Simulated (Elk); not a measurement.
**How Cu absorbs and reflects light**

Aim: the dielectric function of Cu, and the optical constants that follow from it.

Method: DFT, PBE, all-electron APW+lo, Dirac cores, scalar-relativistic bands, independent-particle optical response without local fields, in Elk 11.2.3 (patched build).

**1. The starting structure**

It takes space group Fm-3m (No. 225, cubic). Conventional cell: a = 3.615 Å, b = 3.615 Å, c = 3.615 Å, α = 90.00°, β = 90.00°, γ = 90.00°. Cu has 12 Cu at 2.56 Å nearest.

**2. Ground state**

First the ground state: is it a metal or has it a gap?

This step: DFT, PBE, all-electron APW+lo, Dirac cores, scalar-relativistic bands, ground state (Elk 11.2.3 (patched build)).

Contents of elk.in:

```
tasks
  0
  120

xctype
  20

nempty
  10

lorbcnd
  .true.

rgkmax
  7.0

swidth
  0.0018375

maxscl
  100

epsengy
  1e-05

sppath
  './'

avec
  0.000000000000 3.415679970261 3.415679970261
  3.415679970261 0.000000000000 3.415679970261
  3.415679970261 3.415679970261 0.000000000000

atoms
  1
  'Cu.in'
  1
  0.000000000000 0.000000000000 0.000000000000   0.000 0.000 0.000

ngridk
  19 19 19
```

Command:

```
$ OMP_NUM_THREADS=4 elk
```

The program printed:

```text
┌─────────────────────────┐
│ Elk code version 11.2.3 │
└─────────────────────────┘

All units are atomic (Hartree, Bohr, etc.)

┌─────────────────────────────────────────────────┐
│ Ground-state run starting from atomic densities │
└─────────────────────────────────────────────────┘

Lattice vectors :
   0.000000000       3.415679970       3.415679970
   3.415679970       0.000000000       3.415679970
   3.415679970       3.415679970       0.000000000

Reciprocal lattice vectors :
 -0.9197561484      0.9197561484      0.9197561484
  0.9197561484     -0.9197561484      0.9197561484
  0.9197561484      0.9197561484     -0.9197561484

Unit cell volume      :    79.70058602
Brillouin zone volume :    3.112275904

Muffin-tin inner radius fraction :   0.1000000000E-01

Nuclei treated as point charges

Species : 1 (Cu)
 parameters loaded from : Cu.in
 name : copper
 nuclear charge    :   -29.00000000
 electronic charge :    29.00000000
 atomic mass :    115837.2717
 muffin-tin radius :    2.390250469
 number of radial points in muffin-tin :    993
 inner part over the whole radius :   0.9904945768E-02
 number on inner part of muffin-tin    :    701
 approximate nuclear radius :   0.7406004541E-04
 number of mesh points to nuclear radius :    336
 atomic positions (lattice), magnetic fields (Cartesian) :
  1 :   0.00000000  0.00000000  0.00000000    0.00000000  0.00000000  0.00000000

Total number of atoms per unit cell :    1
Total muffin-tin volume :    57.20300525
 ratio of muffin-tin to unit cell volume :   0.7177237722

Spin treatment :
 spin-unpolarised

Number of Bravais lattice symmetries :   48
Number of crystal symmetries         :   48
Crystal has inversion symmetry
Real symmetric eigensolver will be used

k-point grid :     19    19    19
k-point offset :    0.000000000       0.000000000       0.000000000
k-point set is reduced with full crystal symmetry group
Total number of k-points :      220

Muffin-tin radius times maximum |G+k| :    7.000000000
 using average radius
Maximum |G+k| for APW functions       :    2.928563383
Maximum (1/2)|G+k|²                   :    4.288241743
Maximum |G| for potential and density :    12.00000000
Constant for pseudocharge density :    7
 order of it for each species :   14
 order of it for pair densities of each species (exact exchange by exxq0 0: 14) :   10
Radial integration step length :    1

G-vector grid sizes :     20    20    20
Number of G-vectors :     2277

Maximum angular momentum used for
 APW functions            :    8
 outer part of muffin-tin :    6
 inner part of muffin-tin :    2

Total nuclear charge    :   -29.00000000
Total core charge       :    12.00000000
Total valence charge    :    17.00000000
Total excess charge     :    0.000000000
Total electronic charge :    29.00000000

Effective Wigner radius, rₛ :   0.8689436939

Number of empty states         :     10
Total number of valence states :     19
Total number of core states    :     12

Conduction state local-orbitals added automatically
Third-order local-orbitals added for an l without core states : F
Total number of local-orbitals :     66

Exchange-correlation functional :     20     0     0
 Perdew-Burke-Ernzerhof, Phys. Rev. Lett. 77, 3865 (1996)
 gradient requirement :    1
 generalised gradient approximation (GGA)

Smearing type :    3
 Fermi-Dirac
Smearing width :   0.1837500000E-02
Effective electronic temperature (K) :    580.2366081

Mixing type :    3
 Broyden mixing, J. Phys. A: Math. Gen. 17, L317 (1984)

Kohn-Sham potential initialised from atomic data

┌──────────────────────────────┐
│ Self-consistent loop started │
└──────────────────────────────┘

┌─────────────────┐
│ Loop number : 1 │
└─────────────────┘

Energies :
 Fermi                       :     0.186094
 sum of occupied eigenvalues :     -948.61309877366
 electron kinetic            :      1675.8025370800
 core electron kinetic       :      1498.8176119395
 Coulomb                     :     -3263.7988640050
 Coulomb potential           :     -2548.2441686638
 nuclear-nuclear             :     -282.21825824511
 electron-nuclear            :     -3425.6829154161
 Hartree                     :      444.10230965623
 Madelung                    :     -1989.6767796731
 xc potential                :     -76.171467
 exchange                    :     -65.543070
 correlation                 :     -1.398917
 electron entropic           :    -0.125201E-03
 total energy                :     -1654.9384393804

Density of states at Fermi energy :    10.59741651
 (states/Hartree/unit cell)

Estimated indirect band gap :   0.2730151057E-02
 from k-point 147 to k-point 117
Estimated direct band gap   :   0.3473007395E-01
 at k-point 91

Charges :
 core                        :    12.00000000
 valence                     :    17.00000000
 interstitial                :   0.8791946361
 muffin-tins (core leakage)
  species : 1 (Cu)
   atom 1                    :    28.12080536     (  0.1879058158E-03)
 total in muffin-tins        :    28.12080536
 total calculated charge     :    28.99933675
 total charge                :    29.00000000
 error                       :   0.6632471396E-03

┌─────────────────┐
│ Loop number : 2 │
└─────────────────┘

Energies :
 Fermi                       :     0.184465
 sum of occupied eigenvalues :     -948.70793380665
 electron kinetic            :      1676.2514726088
 core electron kinetic       :      1498.8890448729
 Coulomb                     :     -3264.1567160245
 Coulomb potential           :     -2548.0566084705
 nuclear-nuclear             :     -282.21825824511
 electron-nuclear            :     -3426.5832893009
 Hartree                     :      444.64483152153
 Madelung                    :     -1990.1284117892
 xc potential                :     -76.902798
 exchange                    :     -65.575122
 correlation                 :     -1.398985
 electron entropic           :    -0.123005E-03
 total energy                :     -1654.8794731665

Density of states at Fermi energy :    10.48927688
 (states/Hartree/unit cell)

Estimated indirect band gap :   0.2373957317E-02
 from k-point 96 to k-point 117
Estimated direct band gap   :   0.3597056392E-01
 at k-point 91

Charges :
 core                        :    12.00000000
 valence                     :    17.00000000
 interstitial                :   0.8719291839
 muffin-tins (core leakage)
  species : 1 (Cu)
   atom 1                    :    28.12807082     (  0.1869672111E-03)
 total in muffin-tins        :    28.12807082
 total calculated charge     :    28.99933806
 total charge                :    29.00000000
 error                       :   0.6619372766E-03

RMS change in Kohn-Sham potential (target) :   0.4732702668     (  0.1000000000E-05)
Absolute change in total energy (target)   :   0.5896621395E-01 (  0.1000000000E-04)

[... 13 loops left out ...]

┌──────────────────┐
│ Loop number : 16 │
└──────────────────┘

Energies :
 Fermi                       :     0.242811
 sum of occupied eigenvalues :     -947.86082405801
 electron kinetic            :      1683.3813554677
 core electron kinetic       :      1498.7103598685
 Coulomb                     :     -3270.7681779500
 Coulomb potential           :     -2543.3373551072
 nuclear-nuclear             :     -282.21825824511
 electron-nuclear            :     -3444.4788682039
 Hartree                     :      455.92894849895
 Madelung                    :     -1999.0995003964
 xc potential                :     -87.904824
 exchange                    :     -66.240165
 correlation                 :     -1.400606
 electron entropic           :    -0.115300E-03
 total energy                :     -1655.0277093397

Density of states at Fermi energy :    10.75418890
 (states/Hartree/unit cell)

Estimated indirect band gap :   0.8894602085E-03
 from k-point 117 to k-point 154
Estimated direct band gap   :   0.6164723939E-01
 at k-point 154

Charges :
 core                        :    12.00000000
 valence                     :    17.00000000
 interstitial                :   0.7093110692
 muffin-tins (core leakage)
  species : 1 (Cu)
   atom 1                    :    28.29068893     (  0.1678285654E-03)
 total in muffin-tins        :    28.29068893
 total calculated charge     :    28.99936199
 total charge                :    29.00000000
 error                       :   0.6380086451E-03

RMS change in Kohn-Sham potential (target) :   0.3038217200E-07 (  0.1000000000E-05)
Absolute change in total energy (target)   :   0.5986476481E-05 (  0.1000000000E-04)

Convergence targets achieved

┌──────────────────┐
│ Loop number : 17 │
└──────────────────┘

Energies :
 Fermi                       :     0.242811
 sum of occupied eigenvalues :     -947.86082496073
 electron kinetic            :      1683.3813547817
 core electron kinetic       :      1498.7103597505
 Coulomb                     :     -3270.7681776461
 Coulomb potential           :     -2543.3373550745
 nuclear-nuclear             :     -282.21825824511
 electron-nuclear            :     -3444.4788677306
 Hartree                     :      455.92894832959
 Madelung                    :     -1999.0995001089
 xc potential                :     -87.904825
 exchange                    :     -66.240165
 correlation                 :     -1.400606
 electron entropic           :    -0.115300E-03
 total energy                :     -1655.0277097096

Density of states at Fermi energy :    10.75418937
 (states/Hartree/unit cell)

Estimated indirect band gap :   0.8894605108E-03
 from k-point 117 to k-point 154
Estimated direct band gap   :   0.6164724219E-01
 at k-point 154

Charges :
 core                        :    12.00000000
 valence                     :    17.00000000
 interstitial                :   0.7093110542
 muffin-tins (core leakage)
  species : 1 (Cu)
   atom 1                    :    28.29068895     (  0.1678285659E-03)
 total in muffin-tins        :    28.29068895
 total calculated charge     :    28.99936199
 total charge                :    29.00000000
 error                       :   0.6380086419E-03

┌──────────────────────────────┐
│ Self-consistent loop stopped │
└──────────────────────────────┘

Warning : core states of species 1 leak from the muffin-tin :   0.1678285659E-03

Wrote STATE.OUT
```

It took 9.7 s on 4 threads of AMD EPYC 9R14 (Zen 4), shared host; peak memory 0.09 GiB.

This step gave:

```
total energy           : -1655 Ha
Fermi energy           : 6.607 eV
DOS at the Fermi level : 0.3952 states/eV/cell
```

There are states at the Fermi level within the smearing, so the occupations stay smeared and the carriers get a Drude term.

**3. Independent particles**

The spectrum is a sum over vertical transitions between filled and empty bands at the fixed density, so many empty bands are needed.

This step: DFT, PBE, all-electron APW+lo, Dirac cores, scalar-relativistic bands, independent-particle optical response without local fields (Elk 11.2.3 (patched build)).

Changes to elk.in since step 2:

```diff
@@ -1,4 +1,9 @@
 tasks
-  0
-  120
+  121
+
+optcomp
+  1 1
+
+intraband
+  .true.
 
@@ -17,9 +22,7 @@
 swidth
-  0.0018375
+  0.0055124
 
-maxscl
-  100
-
-epsengy
-  1e-05
+wplot
+  400 100 0
+  0.0 0.51449
```

Command:

```
$ OMP_NUM_THREADS=4 elk
```

The program printed:

```text
┌─────────────────────────────────┐
│ Elk code version 11.2.3 started │
└─────────────────────────────────┘

Info(readinput): the functional depends on the density's gradient
 muffin-tin radial points multiplied by    2.00000
 (not where nrmtscf is given)

┌────────────────────┐
│ Current task : 121 │
└────────────────────┘
Info(checkmt): changed muffin-tin radius of species 1 (Cu) from   2.4000 to   2.3903

Info(dielectric):
 dielectric tensor written to EPSILON_ij.OUT
 optical conductivity written to SIGMA_ij.OUT
 plasma frequency written to PLASMA_ij.OUT
 for components
  i = 1, j = 1

┌──────────────────┐
│ Elk code stopped │
└──────────────────┘
```

Wall time 2.7 s (4 threads); peak memory 0.03 GiB.

Numbers from this step:

```
Drude plasma energy, first axis : 9.279 eV
```

Sum at mesh points, not converged in k. Table of Im ε, E ∥ x by photon energy; read off at these points:

```
photon energy (eV)  Im ε, E ∥ x
               0.5         95.4
               1.0         13.1
               1.5         5.84
               2.0         8.36
               2.5         8.13
               3.0         7.08
               3.5         6.07
               4.0         5.65
               4.5         6.31
               5.0         6.56
               5.5         4.65
               6.0         3.58
               6.5         3.88
               7.0         2.99
               7.5         2.94
               8.0         2.77
               8.5         2.52
               9.0         2.19
               9.5         2.04
              10.0         1.89
              10.5         1.77
              11.0         1.77
              11.5         1.65
              12.0         1.70
              12.5         1.81
              13.0         1.78
              13.5         1.74
```

Values under 1 per cm are given as 1; sum at mesh points, not converged in k. Absorption coefficient, E ∥ x against photon energy:

```
photon energy (eV)  absorption coefficient, E ∥ x (1/cm)
             0.490                                 9.0e5
             1.015                                 8.8e5
             1.505                                 7.8e5
             1.995                                 7.4e5
             2.485                                 7.7e5
             3.010                                 7.8e5
             3.500                                 7.5e5
             3.990                                 7.6e5
             4.515                                 8.7e5
             5.005                                 1.1e6
             5.495                                 1.1e6
             5.985                                 1.1e6
             6.510                                 1.2e6
             7.000                                 1.0e6
             7.490                                 1.1e6
             8.015                                 1.2e6
             8.505                                 1.1e6
             8.995                                 1.1e6
             9.485                                 1.1e6
            10.010                                 1.1e6
            10.500                                 9.8e5
            10.990                                 1.0e6
            11.515                                 1.0e6
            12.005                                 9.7e5
            12.495                                 1.1e6
            12.985                                 1.2e6
            13.510                                 1.2e6
```

Sum at mesh points, not converged in k. Table of reflectivity at normal incidence, E ∥ x by photon energy; read off at these points:

photon energy (eV), reflectivity at normal incidence, E ∥ x (%) and a bar from the least value:
```
     0.50       96.7 ##############################
     1.00       96.2 ##############################
     1.50       92.1 ############################
     2.00       74.5 ######################
     2.50       63.6 ##################
     3.00       55.2 ###############
     3.50       44.6 ###########
     4.00       38.2 #########
     4.50       38.3 #########
     5.00       44.8 ###########
     5.42       48.8 #############
     5.50       48.1 #############
     6.00       41.4 ##########
     6.50       41.5 ##########
     7.00       33.3 #######
     7.50       31.2 #######
     8.00       37.4 #########
     8.50       27.4 #####
     9.00       28.5 ######
     9.50       25.4 ####
    10.00       23.7 ####
    10.50       18.1 ##
    11.00       17.9 ##
    11.50       17.2 ##
    12.00       13.0 
    12.50       16.5 #
    13.00       16.3 #
    13.50       16.2 #
```

The loss function −Im 1/ε at q → 0, E ∥ x has structure finer than the step of the table below, so its rows give means over 0.5 eV. Peaks (eV: height): 11.62: 0.632, 13.69: 0.605.

Sum at mesh points, not converged in k. Loss function −Im 1/ε at q → 0, E ∥ x against energy loss; means over each step:

```
energy loss (eV)  loss function −Im 1/ε at q → 0, E ∥ x
             1.0                                0.00238
             1.5                                 0.0104
             2.0                                 0.0410
             2.5                                 0.0692
             3.0                                  0.101
             3.5                                  0.138
             4.0                                  0.152
             4.5                                  0.145
             5.0                                  0.137
             5.5                                  0.158
             6.0                                  0.219
             6.5                                  0.229
             7.0                                  0.293
             7.5                                  0.311
             8.0                                  0.327
             8.5                                  0.393
             9.0                                  0.424
             9.5                                  0.476
            10.0                                  0.529
            10.5                                  0.574
            11.0                                  0.547
            11.5                                  0.599
            12.0                                  0.545
            12.5                                  0.544
            13.0                                  0.566
            13.5                                  0.580
```

Optical constants at common wavelengths, from n + ik = √ε:

```
wavelength (nm)     n       k  R (%)     1/α
           1550  1.12  11.052   96.5   11 nm
            532  1.39   3.173   64.8   13 nm
            450  1.33   2.693   58.1   13 nm
            405  1.34   2.519   54.6   13 nm
            365  1.39   2.195   47.2   13 nm
            308  1.55   1.835   37.2   13 nm
            193  1.21   1.747   39.1  8.8 nm
```

In reflection the computed colour is faintly orange: x = 0.332, y = 0.343, luminous reflectivity 68 %.

**4. Summary of results**

- Drude plasma energy, first axis: 9.28 eV

**Reading.** At this level (PBE, independent particles) Cu is a metal with a Drude plasma energy of 9.3 eV. The mesh is too coarse to trust the carriers' weight, the reflectivity or the colour to better than tens of per cent. Along x the bare Drude plasma energy is 9.3 eV; Re ε first rises through zero at 10.33 eV, higher, since interband strength adds to the carriers'. In reflection the computed colour is faintly orange: x = 0.332, y = 0.343, luminous reflectivity 68 %. The carriers' damping of 0.15 eV is typed, not computed; at 0.8 eV the carriers give 99 % of Im ε, the rest is interband. The sum runs over mesh points 0.16 Å⁻¹ apart with no interpolation, so peaks are partly noise of the mesh, and the Drude plasma energy, a sum over the Fermi surface, isn't converged.

[Long decimals in the printed logs are rounded to 6 places.]

[Machine, clock and banner lines and Python warnings are left out of the logs.]

[Logs are printed without paths, hosts, clocks, repeated set-up lines and the standing remarks that a program may print on its own settings, such as how far it seeks lower states.]

[Hosts, paths, dates, database ids (printed as entryN), source tags and the programs' standing remarks are cut or masked in the printed files.]

[Where Elk ran, warnings of its patched build on accuracy (core leakage, angular cutoffs, spin-orbit splittings, empty states, lower magnetic states) are left out.]

[Where the starting crystal was built by hand or by swapping elements, it need not be the compound's stable phase.]

[The count of steps not shown may lack steps that the program refused or didn't finish.]
